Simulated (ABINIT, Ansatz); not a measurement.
# LiBiB2O6 (R-3): one start, several treatments of the self-energy

Aim: compare treatments of exchange, screening and correlation for the gap of LiBiB2O6 (R-3).

Method: LDA and many-body steps on it, plane waves, in ABINIT 10.8.3.

Report form: the programs' logs are mostly left out.

### Step 1. Starting point

The structure is trigonal, space group R-3 (No. 148). Conventional cell: a = 4.879 Å, b = 4.879 Å, c = 15.675 Å, α = 90.00°, β = 90.00°, γ = 120.00°. Nearest to Li lie 6 O at 2.22 Å. B has 3 O at 1.38 Å nearest. Nearest to Bi lie 6 O at 2.17 Å. O has 1 B at 1.38 Å and 1 Bi at 2.17 Å and 1 Li at 2.22 Å nearest. Farther neighbours and most contacts between anions are not listed.

The cell and positions are those that the Materials Project relaxed with its own functionals (PBE, PBE+U or r2SCAN), kept fixed. Spin-orbit coupling is left out unless a step names it.

### Step 2. Empty states on the mesh, 2×2×2 mesh, 228 bands

This step: ABINIT 10.8.3; DFT, LDA, plane waves, norm-conserving pseudopotentials.

The sums over transitions need many empty states on a uniform mesh; this step solves for them.

The input, run.abi:

```
acell 3*1.0 Angstrom
rprim 
  2.439250647883 1.408302018200 5.224968345293
  -2.439250647883 1.408302018200 5.224968345293
  0.000000000000 -2.816604036329 5.224968345313
ntypat 4
znucl 3 5 83 8
natom 10
typat 1 2 2 3 4 4 4 4 4 4
xred 
  0.500000000000 0.500000000000 0.500000000000
  0.254532000000 0.254532000000 0.254532000000
  0.745468000000 0.745468000000 0.745468000000
  -0.000000000000 -0.000000000000 0.000000000000
  0.031291000000 0.463879000000 0.746058000000
  0.536121000000 0.253942000000 0.968709000000
  0.253942000000 0.968709000000 0.536121000000
  0.746058000000 0.031291000000 0.463879000000
  0.463879000000 0.746058000000 0.031291000000
  0.968709000000 0.536121000000 0.253942000000
pp_dirpath "pseudos"
pseudos "Li.upf, B.upf, Bi.upf, O.upf"
ecut 44
ngkpt 2 2 2
nshiftk 1
shiftk 0 0 0
kptopt 1
chksymbreak 0
iscf -2
irdden 1
istwfk *1
nband 228
nbdbuf 20
tolwfr 1e-09
nstep 60
prtvol 0
indata_prefix "in"
outdata_prefix "out"
tmpdata_prefix "tmp"
```

On the command line:

```sh
$ OMP_NUM_THREADS=1 mpirun -n 4 abinit run.abi > log
```

The job ended after 2.6 min (4 MPI ranks of AMD EPYC 9R14 (Zen 4), shared host; peak memory 0.59 GiB).

This step gave:

```yaml
gap: 1.292 eV
k_of_the_valence_top: 0.5, 0.5, 0
k_of_the_conduction_bottom: 0.5, 0.5, 0.5
least_direct_gap: 1.500 eV
k_points_computed: 4
lowest_point_of_the_top_converged_band_above_the_valence_top: 71.9200 eV
```

On this mesh the gap is 1.292 eV.

The density comes from a self-consistent run that is not shown.

### Step 3. Screening, 2×2×2 mesh, 105 bands, screening to 114.3 eV

The RPA dielectric matrix is built and inverted for each q.

This step: RPA screening on LDA, plane waves, norm-conserving pseudopotentials.

Edit run.abi of step 2 so:

```diff
@@ -28,10 +28,11 @@
 chksymbreak 0
-iscf -2
-irdden 1
 istwfk *1
-nband 228
-nbdbuf 20
-tolwfr 1e-09
-nstep 60
-prtvol 0
+occopt 1
+irdwfk 1
+optdriver 3
+nband 105
+ecuteps 4.2
+inclvkb 2
+awtr 1
+symchi 1
 indata_prefix "in"
```

Elapsed: 50 s, on 4 MPI ranks; peak memory 2 GiB.

Numbers from this step:

- ε∞ with local fields, on this mesh, along the program's q direction: 5.622
- the same without local fields: 6.823
- plasma frequency: 29.51 eV
- plane waves in the screening matrix: 309

Local fields lower ε∞ by 18 %. On a Γ-centred mesh this coarse the value itself is usually too large, while a short band sum pulls it down.

### Step 4. G0W0, Godby-Needs plasmon pole

The self-energy is evaluated for the states that the input lists, and the levels follow from it, in one-shot runs by the linearised quasiparticle equation.

This step: G0W0 on LDA, plane waves, norm-conserving pseudopotentials.

Edit run.abi of step 3 so:

```diff
@@ -31,8 +31,19 @@
 irdwfk 1
-optdriver 3
+optdriver 4
 nband 105
+gwcalctyp 0
+ecutsigx 44
+symsigma 1
+nkptgw 3
+kptgw 
+  0.5000000000 0.5000000000 0.0000000000
+  0.5000000000 0.5000000000 0.5000000000
+  0.0000000000 0.0000000000 0.0000000000
+bdgw 
+  33 36
+  33 36
+  33 36
 ecuteps 4.2
-inclvkb 2
-awtr 1
-symchi 1
+irdscr 1
+ppmodel 1
 indata_prefix "in"
```

It took 15 s on 4 MPI ranks; peak memory 1.8 GiB; 60 s of CPU time.

This step gave:

```yaml
g0w0_gap_on_the_points_computed: 2.715 eV
starting_gap_on_the_mesh: 1.292 eV
k_of_the_valence_top: 0.5, 0.5, 0
k_of_the_conduction_bottom: 0.5, 0.5, 0.5
z_at_the_valence_top: 0.766
z_at_the_conduction_bottom: 0.794
least_direct_g0w0_gap_on_the_computed_points: 2.992 eV
```

The gap on the mesh goes from 1.29 eV to 2.72 eV, a correction of +1.42 eV.

### Step 5. G0W0, Hybertsen-Louie plasmon pole

Edit run.abi of step 4 so:

```diff
@@ -47,3 +47,3 @@
 irdscr 1
-ppmodel 1
+ppmodel 2
 indata_prefix "in"
```

It took 16 s on 4 MPI ranks; peak memory 1.6 GiB; 65 s of CPU time.

This step gave:

```yaml
g0w0_gap_on_the_points_computed: 2.940 eV
starting_gap_on_the_mesh: 1.292 eV
k_of_the_valence_top: 0.5, 0.5, 0
k_of_the_conduction_bottom: 0.5, 0.5, 0.5
z_at_the_valence_top: 0.849
z_at_the_conduction_bottom: 0.863
least_direct_g0w0_gap_on_the_computed_points: 3.296 eV
```

Against G0W0 in ABINIT (2×2×2 mesh, 105 bands, screening to 114.3 eV, Godby-Needs plasmon pole), the gap moves by +0.225 eV.

### Step 6. G0W0, von der Linden-Horsch plasmon pole

Edit run.abi of step 5 so:

```diff
@@ -47,3 +47,3 @@
 irdscr 1
-ppmodel 2
+ppmodel 3
 indata_prefix "in"
```

It took 12 s on 4 MPI ranks; peak memory 1.8 GiB; 49 s of CPU time.

Numbers from this step:

```
G0W0 gap on the points computed              : 2.841 eV
starting gap on the mesh                     : 1.292 eV
k of the valence top                         : 0.5, 0.5, 0
k of the conduction bottom                   : 0.5, 0.5, 0.5
least direct G0W0 gap on the computed points : 3.158 eV
```

Against G0W0 in ABINIT (2×2×2 mesh, 105 bands, screening to 114.3 eV, Godby-Needs plasmon pole), the gap moves by +0.126 eV.

### Step 7. One-shot Hartree-Fock

This step: one-shot Hartree-Fock on LDA, plane waves, norm-conserving pseudopotentials.

Edit run.abi of step 6 so:

```diff
@@ -32,4 +32,4 @@
 optdriver 4
-nband 105
-gwcalctyp 0
+nband 38
+gwcalctyp 5
 ecutsigx 44
@@ -45,5 +45,4 @@
   33 36
-ecuteps 4.2
-irdscr 1
-ppmodel 3
+ixc_sigma 40
+fftgw 31
 indata_prefix "in"
```

The job ended after 12 s (4 MPI ranks; peak memory 1.6 GiB; 48 s of CPU time).

This step gave:

```
quasiparticle gap on the points computed              : 8.76 eV
starting gap on the mesh                              : 1.292 eV
k of the valence top                                  : 0.5, 0.5, 0
k of the conduction bottom                            : 0, 0, 0
least direct quasiparticle gap on the computed points : 9.478 eV
```

Against G0W0 in ABINIT (2×2×2 mesh, 105 bands, screening to 114.3 eV, Godby-Needs plasmon pole), the gap moves by +6.045 eV.

### Step 8. Side by side

Times are wall times on 4 MPI ranks of AMD EPYC 9R14 (Zen 4), shared host, good to a factor of about two. A run's time includes the screening step that it read.

```csv
run,mesh,bands,screening cutoff (eV),DFT gap (eV),gap on the mesh (eV),direct (eV),ε∞ used,time
"G0W0, Godby-Needs plasmon pole",2×2×2,105,114.3,1.292,2.715,2.992,5.62,65 s
"G0W0, Hybertsen-Louie plasmon pole",2×2×2,105,114.3,1.292,2.940,3.296,5.62,66 s
"G0W0, von der Linden-Horsch plasmon pole",2×2×2,105,114.3,1.292,2.841,3.158,5.62,62 s
one-shot Hartree-Fock,2×2×2,-,-,1.292,8.760,9.478,-,12 s
```

### Step 9. Summary of results

| Property | Result |
| --- | --- |
| G0W0, Godby-Needs plasmon pole | 2.715 eV |
| G0W0, Hybertsen-Louie plasmon pole | 2.940 eV |
| G0W0, von der Linden-Horsch plasmon pole | 2.841 eV |
| one-shot Hartree-Fock | 8.760 eV |
| known limits | not at the basis limit; no spin-orbit coupling; coarse k mesh |

**Reading.** G0W0, Hybertsen-Louie plasmon pole: +0.225 eV against G0W0, Godby-Needs plasmon pole. G0W0, von der Linden-Horsch plasmon pole: +0.126 eV against G0W0, Godby-Needs plasmon pole. One-shot Hartree-Fock: +6.045 eV against G0W0, Godby-Needs plasmon pole. Bare exchange alone opens the gap to 8.76 eV; against G0W0, correlation takes back 6.04 eV. Bands and cutoff are finite, so the gap is not at the basis limit. The miss can reach some tenths of an eV and take either sign; the mesh is an error of its own. In the G0W0 runs levels were corrected at 3 k points alone, so a gap called «on the mesh» is the least over those, and an edge elsewhere would be missed. The 2×2×2 mesh is coarse for this cell, which bears on the long-range parts of exchange and screening. Where an edge is built on 6p states of lead, bismuth or thallium, scalar-relativistic gaps usually stand too wide, by a few tenths to over one eV. The many-body steps are scalar-relativistic: spin-orbit coupling is not in them.

[Paths, hosts, dates, memory and timing lines, banners, echoed tables and standing remarks are left out of the program output.]

[Logs are printed without paths, hosts, clocks, repeated set-up lines and the standing remarks that a program may print on its own settings, such as how far it seeks lower states.]

[Runs of the session that timed out or met a known fault of the program may be left out.]

[Hosts, paths, dates, database ids (printed as entryN), source tags and the programs' standing remarks are cut or masked in the printed files.]

[G0W0 gaps are taken among the corrected bands and points alone; a level outside them can change the order at an edge.]

[Where Ansatz stands beside ABINIT at settings called matched, ABINIT's density can come from a denser mesh and the files from another edition; pairs whose starting gaps differed by over 0.03 eV were left out, so agreement reads better than it is.]
